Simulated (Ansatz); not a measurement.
# Work function of Cr(100): what the settings cost and change

Aim: the work function of Cr(100) across levels of theory at one geometry.

Calculated with Ansatz 0.2.0; plane-wave DFT, PBE, Ansatz PAW, in the first sound run; inputs show where later runs differ.

### 1. The starting structure

The cell holds 7 atoms: 7 Cr. Cell: a = 2.880 Å, b = 2.880 Å, c = 26.640 Å, α = 90.0°, β = 90.0°, γ = 90.0°. Vacuum lies along c.

Structure file:

```cif
data_structure
_symmetry_space_group_name_H-M 'P 1'
_symmetry_Int_Tables_number 1
_cell_length_a 2.8800
_cell_length_b 2.8800
_cell_length_c 26.6400
_cell_angle_alpha 90.000
_cell_angle_beta 90.000
_cell_angle_gamma 90.000
_cell_volume 220.96
loop_
_atom_site_label
_atom_site_type_symbol
_atom_site_fract_x
_atom_site_fract_y
_atom_site_fract_z
_atom_site_occupancy
Cr1 Cr 0.00000 0.00000 0.33784 1
Cr2 Cr 0.50000 0.50000 0.39189 1
Cr3 Cr 0.00000 0.00000 0.44595 1
Cr4 Cr 0.50000 0.50000 0.50000 1
Cr5 Cr 0.00000 0.00000 0.55405 1
Cr6 Cr 0.50000 0.50000 0.60811 1
Cr7 Cr 0.00000 0.00000 0.66216 1
```

### 2. Slab, setting PBE, Ansatz PAW (420 eV)

A work function rests on the faint tail of the density, so the SCF threshold is tight. PBE on the default files comes first; the next runs keep the geometry and change functional or files, each at the cutoff that its files recommend; a relaxation and, for heavy metals, spin-orbit coupling close the ladder.

The input, input.yaml:

```yaml
crystal:
  lattice:
    - [2.88, 0.0, 0.0]
    - [0.0, 2.88, 0.0]
    - [0.0, 0.0, 26.64]
  atoms:
    - { symbol: Cr, position: [0.0, 0.0, 0.3378378378], spin: 2.0 }
    - { symbol: Cr, position: [0.5, 0.5, 0.3918918919], spin: -2.0 }
    - { symbol: Cr, position: [0.0, 0.0, 0.4459459459], spin: 2.0 }
    - { symbol: Cr, position: [0.5, 0.5, 0.5], spin: -2.0 }
    - { symbol: Cr, position: [0.0, 0.0, 0.5540540541], spin: 2.0 }
    - { symbol: Cr, position: [0.5, 0.5, 0.6081081081], spin: -2.0 }
    - { symbol: Cr, position: [0.0, 0.0, 0.6621621622], spin: 2.0 }
magnetization:
  spin_polarized: true
kpoints:
  mp_grid: { grid: [14, 14, 1] }
hamiltonian:
  xc: pbe
scf:
  occupations: { method: fermi_dirac, width: 0.1 }
  convergence: { dr2_threshold: 1.0e-09 }
efield:
  axis: 3
  dipole_correction: true
  ramp_position: 0.97
  ramp_width: 0.06
output:
  write_potential: true
  write_density: true
  volumetric_format: npy
  elf: true
```

Command:

```sh
ansatz run input.yaml --threads 4 --pin off --max-ram 6144MiB --backend cpu --events-out ev --progress --plain --runs-dir out
```

The program printed:

```text
Engine: ansatz 0.2.0, aarch64-unknown-linux-gnu
Pseudopotentials: kind: paw
Pseudopotential: Cr, paw, valence charge 14, recommended cutoff 420 eV (normal), Cr.paw.azcp
Functional definition: PBE
  parameter kappa = 0.804
  parameter beta = 0.066725
  exchange = pbe_x(kappa = kappa, mu = beta*pi^2/3)
  correlation = pbe_c(beta = beta)
Crystal: 7 atoms, lattice volume = 220.963 Å³
Basis set: ecut = 420 eV, 4301 PW (Γ)
Bands: 68, of which v1, the nominal top of the filled ones, is band 49 counted from 1 (48 counted from 0)
Symmetry: 8 space group operations
k-points: 36 of 196
Non-local potential: Cr, projectors of the file, l = 0: 3, l = 1: 2, l = 2: 3, l = 3: 1
PAW form: soft (Blöchl's): semilocal exchange-correlation on the pseudo side does not see the compensation charge
PAW one-centre angular grid: Cr, 590 points (default); XC on 64 Gauss nodes
Initial density: superposition of atomic densities (neutral atoms: chi_scale 0, normalization atom)
Starting moments: Σ|m| = 14 μB on 7 of 7 sites
Initial wavefunctions: pseudopotential atomic-orbital guess
Functional: x = pbe(κ = 0.804, μ = 0.219515), c = pbe(β = 0.066725)
SCF iter   1: F=—  HF=-23657.450767 eV  |F-HF|=—  |Δ(HF+E_count)|=         —  Δρ=8.83e-2 (↑8.68e-2 ↓8.83e-2)  dr2=5.36e1  dr2_m=6.35e0  M=2.343 μB ∫|m|=5.960 μB  β_m=1.00  ethr=3.10e-3  p=0.000 e·Å  D=1.51e-13 V/Å  ΔV_dip=-0.00 eV  dr2_dipole=4.51e-8  V_vac-E_F(+/−)=6.42/6.42 eV  ⟨swp⟩=9.1  Hψ=23120  notcnv=0
Mixer restart at iter 1: flushing history
efield: sawtooth ramp at fractional position 0.9700 (set: `efield.ramp_position`, or a place that a band, a saddle search or an elastic batch's reference lends), width 0.0600; the density the first Hamiltonian is built on has a dipole p = 0.000 e·Å; the dipole correction subtracts the counter field D = 1.51e-13 V/Å, which shifts the + side's vacuum level by -0.00 eV against the − side's; the planar-averaged density in the ramp window peaks in size at 4.2e-6 e/Å³
preconditioner: auto → LDOS  [metal: Δε(μ)=0.007 eV  Ē_g=4.835 eV  σ=0.100 eV  W_gap=0.02  n_scr=56 (ndim 8)  ℏωp=16.2 eV  f_vac=0.546  D(μ)=5.73/eV (n_scr^D=18)]
spin=Collinear: LDOS preconditioning applied to the charge; magnetization (m = ρ↑ − ρ↓) channel mixes plain (no charge-response kernel on spin).
SCF iter   2: F=—  HF=-23642.928278 eV  |F-HF|=—  |Δ(HF+E_count)|=    1.45e1  Δρ=3.18e-2 (↑2.75e-2 ↓3.18e-2)  dr2=7.82e0  dr2_m=8.68e-1  M=2.727 μB ∫|m|=4.565 μB  β_m=0.37  ethr=3.10e-3  p=-0.000 e·Å  D=-2.88e-5 V/Å  ΔV_dip=0.00 eV  dr2_dipole=1.53e-7  V_vac-E_F(+/−)=5.25/5.25 eV  ⟨swp⟩=3.1  Hψ=13079  notcnv=0  defer=8
density mixer auto → msr1: a metal under ldos (density of states about μ 2.84 of a free-electron gas's, 56 screened modes)
SCF iter   3: F=—  HF=-23640.551058 eV  |F-HF|=—  |Δ(HF+E_count)|=    2.38e0  Δρ=2.17e-2 (↑1.88e-2 ↓2.17e-2)  dr2=3.85e-1  dr2_m=7.09e-1  M=3.231 μB ∫|m|=5.718 μB  β_m=0.66  ethr=3.10e-3  p=-0.000 e·Å  D=-2.65e-5 V/Å  ΔV_dip=0.00 eV  dr2_dipole=1.11e-7  V_vac-E_F(+/−)=4.42/4.42 eV  ⟨swp⟩=2.3  Hψ=8409  notcnv=0  defer=4
SCF iter   4: F=—  HF=-23641.096673 eV  |F-HF|=—  |Δ(HF+E_count)|=   5.46e-1  Δρ=3.46e-2 (↑3.46e-2 ↓3.42e-2)  dr2=1.38e-1  dr2_m=2.35e0  M=3.846 μB ∫|m|=8.628 μB  β_m=0.83  ethr=3.92e-4  p=0.000 e·Å  D=2.20e-6 V/Å  ΔV_dip=-0.00 eV  dr2_dipole=1.09e-13  V_vac-E_F(+/−)=4.05/4.05 eV  ⟨swp⟩=3.8  Hψ=11745  notcnv=0
SCF iter   5: F=—  HF=-23641.483201 eV  |F-HF|=—  |Δ(HF+E_count)|=   3.87e-1  Δρ=3.46e-2 (↑3.46e-2 ↓3.27e-2)  dr2=6.81e-1  dr2_m=2.10e0  M=4.034 μB ∫|m|=11.272 μB  β_m=0.21  ethr=1.40e-4  p=-0.000 e·Å  D=-1.34e-6 V/Å  ΔV_dip=0.00 eV  dr2_dipole=4.24e-9  V_vac-E_F(+/−)=3.95/3.95 eV  ⟨swp⟩=3.4  Hψ=11331  notcnv=0
SCF iter   6: F=—  HF=-23640.952809 eV  |F-HF|=—  |Δ(HF+E_count)|=   5.30e-1  Δρ=1.66e-2 (↑1.65e-2 ↓1.66e-2)  dr2=1.10e-1  dr2_m=5.34e-1  M=3.818 μB ∫|m|=10.569 μB  β_m=0.44  ethr=1.40e-4  p=-0.000 e·Å  D=-6.76e-6 V/Å  ΔV_dip=0.00 eV  dr2_dipole=2.52e-11  V_vac-E_F(+/−)=4.16/4.16 eV  ⟨swp⟩=2.8  Hψ=10642  notcnv=1  defer=1
SCF iter   7: F=—  HF=-23641.148730 eV  |F-HF|=—  |Δ(HF+E_count)|=   1.96e-1  Δρ=1.43e-2 (↑1.43e-2 ↓1.37e-2)  dr2=6.07e-2  dr2_m=3.93e-1  M=4.028 μB ∫|m|=13.908 μB  β_m=0.55  ethr=1.12e-4  p=-0.000 e·Å  D=-1.11e-5 V/Å  ΔV_dip=0.00 eV  dr2_dipole=2.65e-8  V_vac-E_F(+/−)=3.84/3.84 eV  ⟨swp⟩=3.3  Hψ=10678  notcnv=0  defer=5
SCF iter   8: F=—  HF=-23641.102746 eV  |F-HF|=—  |Δ(HF+E_count)|=   4.60e-2  Δρ=1.19e-2 (↑1.19e-2 ↓1.17e-2)  dr2=2.56e-2  dr2_m=2.78e-1  M=4.047 μB ∫|m|=13.951 μB  β_m=0.73  ethr=6.19e-5  p=-0.000 e·Å  D=-6.65e-6 V/Å  ΔV_dip=0.00 eV  dr2_dipole=1.01e-10  V_vac-E_F(+/−)=3.76/3.76 eV  ⟨swp⟩=2.1  Hψ=7374  notcnv=0  defer=6
SCF iter   9: F=—  HF=-23641.051448 eV  |F-HF|=—  |Δ(HF+E_count)|=   5.13e-2  Δρ=4.02e-3 (↑4.02e-3 ↓3.86e-3)  dr2=1.39e-2  dr2_m=3.05e-2  M=4.039 μB ∫|m|=13.525 μB  β_m=0.59  ethr=2.61e-5  p=-0.000 e·Å  D=-4.00e-6 V/Å  ΔV_dip=0.00 eV  dr2_dipole=2.69e-8  V_vac-E_F(+/−)=3.70/3.70 eV  ⟨swp⟩=2.4  Hψ=8695  notcnv=0  defer=7
SCF iter  10: F=—  HF=-23641.044491 eV  |F-HF|=—  |Δ(HF+E_count)|=   6.96e-3  Δρ=3.39e-4 (↑3.29e-4 ↓3.39e-4)  dr2=2.06e-4  dr2_m=1.98e-4  M=4.022 μB ∫|m|=13.172 μB  β_m=0.59  ethr=1.42e-5  p=-0.000 e·Å  D=-1.93e-6 V/Å  ΔV_dip=0.00 eV  dr2_dipole=7.24e-12  V_vac-E_F(+/−)=3.72/3.72 eV  ⟨swp⟩=2.8  Hψ=7766  notcnv=0  defer=7
SCF iter  11: F=—  HF=-23641.044480 eV  |F-HF|=—  |Δ(HF+E_count)|=   1.13e-5  Δρ=1.23e-4 (↑7.14e-5 ↓1.23e-4)  dr2=7.02e-5  dr2_m=6.78e-6  M=4.023 μB ∫|m|=13.208 μB  β_m=0.60  ethr=2.10e-7  p=-0.000 e·Å  D=-9.57e-7 V/Å  ΔV_dip=0.00 eV  dr2_dipole=1.85e-9  V_vac-E_F(+/−)=3.71/3.71 eV  ⟨swp⟩=3.0  Hψ=8952  notcnv=0  defer=7
SCF iter  12: F=—  HF=-23641.044498 eV  |F-HF|=—  |Δ(HF+E_count)|=   1.75e-5  Δρ=4.40e-5 (↑4.40e-5 ↓3.56e-5)  dr2=1.04e-5  dr2_m=1.98e-6  M=4.024 μB ∫|m|=13.213 μB  β_m=0.76  ethr=7.16e-8  p=-0.000 e·Å  D=-5.35e-7 V/Å  ΔV_dip=0.00 eV  dr2_dipole=5.02e-10  V_vac-E_F(+/−)=3.71/3.71 eV  ⟨swp⟩=2.1  Hψ=7631  notcnv=0  defer=7
SCF iter  13: F=—  HF=-23641.044508 eV  |F-HF|=—  |Δ(HF+E_count)|=   9.86e-6  Δρ=3.12e-5 (↑3.12e-5 ↓1.31e-5)  dr2=3.68e-6  dr2_m=5.27e-7  M=4.024 μB ∫|m|=13.217 μB  β_m=0.76  ethr=1.06e-8  p=-0.000 e·Å  D=-1.19e-7 V/Å  ΔV_dip=0.00 eV  dr2_dipole=3.32e-10  V_vac-E_F(+/−)=3.70/3.70 eV  ⟨swp⟩=3.2  Hψ=9143  notcnv=0  defer=7
SCF iter  14: F=—  HF=-23641.044508 eV  |F-HF|=—  |Δ(HF+E_count)|=   9.62e-7  Δρ=1.53e-5 (↑1.53e-5 ↓1.26e-5)  dr2=9.46e-7  dr2_m=2.07e-7  M=4.025 μB ∫|m|=13.219 μB  β_m=0.63  ethr=3.76e-9  p=-0.000 e·Å  D=-1.71e-9 V/Å  ΔV_dip=0.00 eV  dr2_dipole=4.60e-12  V_vac-E_F(+/−)=3.70/3.70 eV  ⟨swp⟩=2.4  Hψ=8129  notcnv=0  defer=7
SCF iter  15: F=—  HF=-23641.044508 eV  |F-HF|=—  |Δ(HF+E_count)|=   1.76e-7  Δρ=1.30e-5 (↑1.23e-5 ↓1.30e-5)  dr2=1.65e-7  dr2_m=2.88e-7  M=4.025 μB ∫|m|=13.219 μB  β_m=0.58  ethr=9.65e-10  p=0.000 e·Å  D=9.16e-8 V/Å  ΔV_dip=-0.00 eV  dr2_dipole=5.91e-12  V_vac-E_F(+/−)=3.70/3.70 eV  ⟨swp⟩=3.4  Hψ=10582  notcnv=0  defer=7
SCF iter  16: F=—  HF=-23641.044508 eV  |F-HF|=—  |Δ(HF+E_count)|=   5.20e-9  Δρ=2.48e-6 (↑2.48e-6 ↓1.69e-6)  dr2=5.18e-9  dr2_m=7.37e-9  M=4.025 μB ∫|m|=13.219 μB  β_m=0.74  ethr=1.68e-10  p=0.000 e·Å  D=5.88e-8 V/Å  ΔV_dip=-0.00 eV  dr2_dipole=4.99e-12  V_vac-E_F(+/−)=3.70/3.70 eV  ⟨swp⟩=2.8  Hψ=9171  notcnv=0  defer=7
SCF iter  17: F=—  HF=-23641.044508 eV  |F-HF|=—  |Δ(HF+E_count)|=   9.85e-9  Δρ=1.75e-6 (↑1.03e-6 ↓1.75e-6)  dr2=3.46e-9  dr2_m=3.30e-9  M=4.025 μB ∫|m|=13.219 μB  β_m=0.77  ethr=5.28e-12  p=0.000 e·Å  D=3.05e-8 V/Å  ΔV_dip=-0.00 eV  dr2_dipole=1.81e-15  V_vac-E_F(+/−)=3.70/3.70 eV  ⟨swp⟩=3.5  Hψ=10602  notcnv=0  defer=7
SCF iter  18: F=—  HF=-23641.044508 eV  |F-HF|=—  |Δ(HF+E_count)|=   1.80e-9  Δρ=5.46e-7 (↑5.46e-7 ↓4.10e-7)  dr2=3.55e-10  dr2_m=3.80e-10  M=4.025 μB ∫|m|=13.219 μB  β_m=0.81  ethr=3.53e-12  p=0.000 e·Å  D=9.87e-9 V/Å  ΔV_dip=-0.00 eV  dr2_dipole=7.45e-13  V_vac-E_F(+/−)=3.70/3.70 eV  ⟨swp⟩=2.8  Hψ=9306  notcnv=0  defer=7
SCF iter  19: F=-23641.044508 eV  HF=-23641.044508 eV  |F-HF|=2.76e-10  |Δ(HF+E_count)|=   3.54e-9  Δρ=1.20e-7 (↑1.15e-7 ↓1.20e-7)  dr2=9.88e-11  dr2_m=8.69e-12  M=4.025 μB ∫|m|=13.218 μB  ethr=1.00e-12  p=0.000 e·Å  D=5.80e-9 V/Å  ΔV_dip=-0.00 eV  dr2_dipole=1.57e-13  V_vac-E_F(+/−)=3.70/3.70 eV  ⟨swp⟩=3.5  Hψ=18599  notcnv=0
SCF 1 converged in 19 iterations: F = -23641.044508 eV  dr2 = 9.88e-11
  greatest PAW one-centre occupation: 1.000 electrons in one spin orbital (limit 2), on the Cr atom at site 3 (counted from 0), in its partial waves of l = 0
WARN: The output density's exchange-correlation potential varies sharply where the density is thin. Do not read a vacuum level from v_tot or v_xc, or from such a field of the output density. On a cell that repeats whose density bears no net charge and no dipole along the vacuum's axis use v_es (v_loc + v_h of the components); under efield.dipole_correction with no amplitude use v_es + v_field, which holds any externa [...]
SCF converged after 19 iterations
Magnetization: 4.0249 μB (51.0125 up, 46.9875 down)
Absolute magnetization: 13.2185 μB (∫|ρ↑−ρ↓|, with the PAW one-centre terms)
Spin contamination: 2.4970 ħ² per cell (⟨S²⟩ above its minimum at these occupations)
Per-site moments (μB) at R_I (Å): [(2.596181, 1.028838), (-1.517197, 1.028838), (1.193183, 1.028838), (-1.191010, 1.028838), (1.193183, 1.028838), (-1.517197, 1.028838), (2.596181, 1.028838)]
Free energy (F): -23641.044508 eV
Harris-Foulkes:  -23641.044508 eV  (|F-HF|=2.76e-10)
Internal energy: -23640.906787 eV  (E = F + TS)
E sigma→0 (E₀):  -23640.975648 eV
Entropy (-TS):   -0.137721 eV (-19.674 meV/atom)
Fermi energy:    4.914646 eV
Dipole field:    D = 0.000001 V/Å  (p = 0.000001 e·Å, saw-weighted, corrected)
Work function:   Φ+ = 3.6965 eV   Φ− = 3.6966 eV
Levels:          The Fermi level and band energies are counted from a zero that moves with the ramp; work functions are not
--- Per-component energies (eV) ---
  E_band       = -2409.189664
  E_kinetic    = 2396.356894
  E_local      = -189313.492260  (includes V_loc(G=0)·N_el)
  E_nonlocal   = 562.304824
  E_hartree    = 93438.389538
  E_xc         = -974.516981
  E_vxc        = -1242.667916  (∫ρ·V_xc dr)
  E_paw        = -8373.370188  (= ΣΔE_a)
  E_vpaw       = -1688.472220  (= ΣTr[D̂ρ^β])
  E_aug_tail   = 0.002619  (compensation charges beyond the density's cutoff)
  E_efield     = 0.000000  (sawtooth field / dipole correction)
  E_vefield    = 0.000000  (∫n·V_field dr)
  E_ewald      = 78623.418767
  E_smearing   = -0.137721  (= −TS)
  E_closure    = -0.000000  (closes the sum)
  Σ components = -23641.044508   (vs F -23641.044508, Δ=0.00e0)
--- Band table (eV; the first three rows and the last of 72) ---
  k-point 0 ↑: bands = [... 45 lower, 4.0344, 4.0344, 4.0501, 4.0501, 4.1675, 4.4107, 4.4231, 4.7189, ... 15 higher]
  k-point 1 ↑: bands = [... 45 lower, 4.0131, 4.0265, 4.1727, 4.1917, 4.2195, 4.4857, 4.6919, 4.7228, ... 15 higher]
  k-point 2 ↑: bands = [... 45 lower, 3.9670, 4.0325, 4.2648, 4.3416, 4.4426, 4.4635, 4.5832, 4.6542, ... 15 higher]
  k-point 35 ↓: bands = [... 45 lower, 5.1519, 5.1519, 5.8711, 5.8738, 6.0227, 6.0606, 6.1396, 6.1435, ... 15 higher]
```

The job ended after 2.7 min (4 threads of Arm Neoverse N1, shared host; peak memory 1.4 GiB).

In the SCF lines HF is the Harris–Foulkes energy and dr2 the Hartree energy of the density residual, in eV; the loop may stop once dr2 is under the threshold and the program's other checks hold. Hψ counts applications of the Hamiltonian.

This step gave:

- energy at zero smearing: -23640.9756 eV
- total moment: 4.025 μB
- site moments: 2.596, -1.517, 1.193, -1.191, 1.193, -1.517, 2.596 μB
- work function, upper face: 3.697 eV

Running mean over 1.44 Å of the planar mean; the ramp of the sawtooth is left out. Electron's electrostatic potential energy less the Fermi level against z:

```csv
z (Å),electron's electrostatic potential energy less the Fermi level (eV)
3.5,3.70
4.0,3.70
4.5,3.69
5.0,3.69
5.5,3.67
6.0,3.63
6.5,3.50
7.0,3.11
7.5,1.94
8.0,-1.38
8.5,-5.89
9.0,-8.97
9.5,-9.72
10.0,-9.86
10.5,-9.91
11.0,-9.92
11.5,-9.88
12.0,-9.84
12.5,-9.82
13.0,-9.82
13.5,-9.82
14.0,-9.82
14.5,-9.83
15.0,-9.86
15.5,-9.91
16.0,-9.92
16.5,-9.88
17.0,-9.78
17.5,-9.34
18.0,-7.00
18.5,-2.64
19.0,1.26
19.5,2.91
20.0,3.43
20.5,3.61
21.0,3.67
21.5,3.69
22.0,3.69
22.5,3.70
23.0,3.70
23.5,3.70
```

Site moment by atom:

```csv
atom,site moment (μB)
Cr1,2.60
Cr2,-1.52
Cr3,1.19
Cr4,-1.19
Cr5,1.19
Cr6,-1.52
Cr7,2.60
```

Spin density in the ca plane at fractional y = 0.000, with atoms of Cr within 0.2 Å of it.

Ten even steps from '0' (0.0 e/Å³) to '9' (3.2 e/Å³), each cell a mean:
```
00000266200001331000013310000276200000000000
00000111100000000000000000000111000000000000
00000000000000000000000000000000000000000000
00000000000000000000000000000000000000000000
00000000000000000000000000000000000000000000
00000000000000000000000000000000000000000000
00000144100000110000001100000143100000000000
00000299300001441000014410000399200000000000
```
Columns run along c (16.0 Å, from fractional 0.25 to 0.85 of the cell), rows up along a (2.9 Å). Atoms in or near the plane, at fractional coordinates: Cr at (0.34, 0.00), Cr at (0.45, 0.00), Cr at (0.55, 0.00), Cr at (0.66, 0.00).

ELF in the ca plane at fractional y = 0.000, with atoms of Cr within 0.2 Å of it. It is the smooth field of the valence electrons, not physical close to the nuclei.

Ten even steps from '0' (0.00) to '9' (0.92), each cell a mean:
```
01101699623315995133169951332699610110000000
01111354324422442244224422442355311110000000
11221112244442112444421124444211122211000000
11233333454454334544543345445433333211000000
11222222344443223444432234444322222211000000
11111222234432222344322223443222211111000000
01111577424314774144247741342577511110000000
01002799623216996133169961232799710010000000
```
Columns run along c (16.0 Å, from fractional 0.25 to 0.85 of the cell), rows up along a (2.9 Å). Atoms in or near the plane, at fractional coordinates: Cr at (0.34, 0.00), Cr at (0.45, 0.00), Cr at (0.55, 0.00), Cr at (0.66, 0.00).

Valence density in the ca plane at fractional y = 0.000, with atoms of Cr within 0.2 Å of it. It is the smooth field of the valence electrons, not physical close to the nuclei.

Ten steps, logarithmic in the rise over the least value, from '0' (0 e/Å³) to '9' (18 e/Å³), each cell a mean:
```
00002699632236996322369963123799620000000000
00001466422224664222246642222466310000000000
00001122222122222222222222122222100000000000
00000111221122222212222222112211100000000000
00000112221122222222222222122221100000000000
00001244322223443222234432222344210000000000
00002588522225885222258752222687510000000000
00002799732137997322379973123799720000000000
```
Columns run along c (16.0 Å, from fractional 0.25 to 0.85 of the cell), rows up along a (2.9 Å). Atoms in or near the plane, at fractional coordinates: Cr at (0.34, 0.00), Cr at (0.45, 0.00), Cr at (0.55, 0.00), Cr at (0.66, 0.00).

The work function is 3.697 eV.

### 3. Slab

This step: plane-wave DFT, LDA, Ansatz PAW (Ansatz 0.2.0).

input.yaml: that of step 2 with these lines changed.

```diff
@@ -18,3 +18,3 @@
 hamiltonian:
-  xc: pbe
+  xc: lda
 scf:
@@ -31,2 +31 @@
   volumetric_format: npy
-  elf: true
```

The program printed:

```text
[...]
Crystal: 7 atoms, lattice volume = 220.963 Å³
Basis set: ecut = 420 eV, 4301 PW (Γ)
Bands: 68, of which v1, the nominal top of the filled ones, is band 49 counted from 1 (48 counted from 0)
Symmetry: 8 space group operations
k-points: 36 of 196
[...]
k-point 1 ↑: bands = [... 45 lower, 4.1947, 4.2781, 4.4502, 4.6563, 4.8645, 4.9607, 5.1595, 5.2903, ... 15 higher]
  k-point 2 ↑: bands = [... 45 lower, 4.2682, 4.3116, 4.6092, 4.7610, 4.9003, 4.9770, 5.2803, 5.3961, ... 15 higher]
  k-point 35 ↓: bands = [... 45 lower, 4.2352, 4.2352, 4.7782, 4.8131, 5.3019, 5.3019, 5.6750, 5.7226, ... 15 higher]
[key lines of the parts left out:]
SCF converged after 20 iterations
Magnetization: -3.8833 μB (47.0583 up, 50.9417 down)
Free energy (F): -23256.680052 eV
Fermi energy:    4.570795 eV
Dipole field:    D = -0.000001 V/Å  (p = -0.000001 e·Å, saw-weighted, corrected)
Work function:   Φ+ = 4.0203 eV   Φ− = 4.0203 eV
```

Run time: 3 min. Hardware: 4 threads; peak memory 1.4 GiB; 9.7 min of CPU time.

The work function is 4.020 eV, +0.324 eV from the run “PBE, Ansatz PAW (420 eV)”, at 1.1 times its CPU time.

### 4. Slab

This step: plane-wave DFT, PBEsol, Ansatz PAW (Ansatz 0.2.0).

input.yaml: that of step 3 with these lines changed.

```diff
@@ -18,3 +18,3 @@
 hamiltonian:
-  xc: lda
+  xc: pbesol
 scf:
```

The program printed:

```text
[...]
Crystal: 7 atoms, lattice volume = 220.963 Å³
Basis set: ecut = 420 eV, 4301 PW (Γ)
Bands: 68, of which v1, the nominal top of the filled ones, is band 49 counted from 1 (48 counted from 0)
Symmetry: 8 space group operations
k-points: 36 of 196
[...]
k-point 1 ↑: bands = [... 45 lower, 3.9257, 3.9325, 4.0559, 4.0696, 4.1258, 4.3969, 4.5553, 4.6473, ... 15 higher]
  k-point 2 ↑: bands = [... 45 lower, 3.8791, 3.9335, 4.1694, 4.2492, 4.3181, 4.3312, 4.5175, 4.5933, ... 15 higher]
  k-point 35 ↓: bands = [... 45 lower, 5.0191, 5.0191, 5.7578, 5.7603, 5.9189, 5.9310, 6.0214, 6.0281, ... 15 higher]
[key lines of the parts left out:]
SCF converged after 18 iterations
Magnetization: 4.0340 μB (51.0170 up, 46.9830 down)
Free energy (F): -23440.446476 eV
Fermi energy:    4.790043 eV
Dipole field:    D = -0.000000 V/Å  (p = -0.000000 e·Å, saw-weighted, corrected)
Work function:   Φ+ = 3.7986 eV   Φ− = 3.7987 eV
```

It took 2.5 min on 4 threads; peak memory 1.4 GiB.

The work function is 3.799 eV, +0.102 eV from the run “PBE, Ansatz PAW (420 eV)”, at 0.97 times its CPU time.

(Continued in part 2 of 2.)

[Long decimals in the printed logs are rounded to 6 places.]

[Logs are printed without paths, hosts, clocks, repeated set-up lines and the standing remarks that a program may print on its own settings, such as how far it seeks lower states.]

[Hosts, paths, dates, database ids (printed as entryN), source tags and the programs' standing remarks are cut or masked in the printed files.]

[Maps of the electrostatic potential energy from Ansatz leave out the sawtooth potential of an applied field or a dipole correction, so their vacuum need not be flat; planar profiles and work functions include it.]
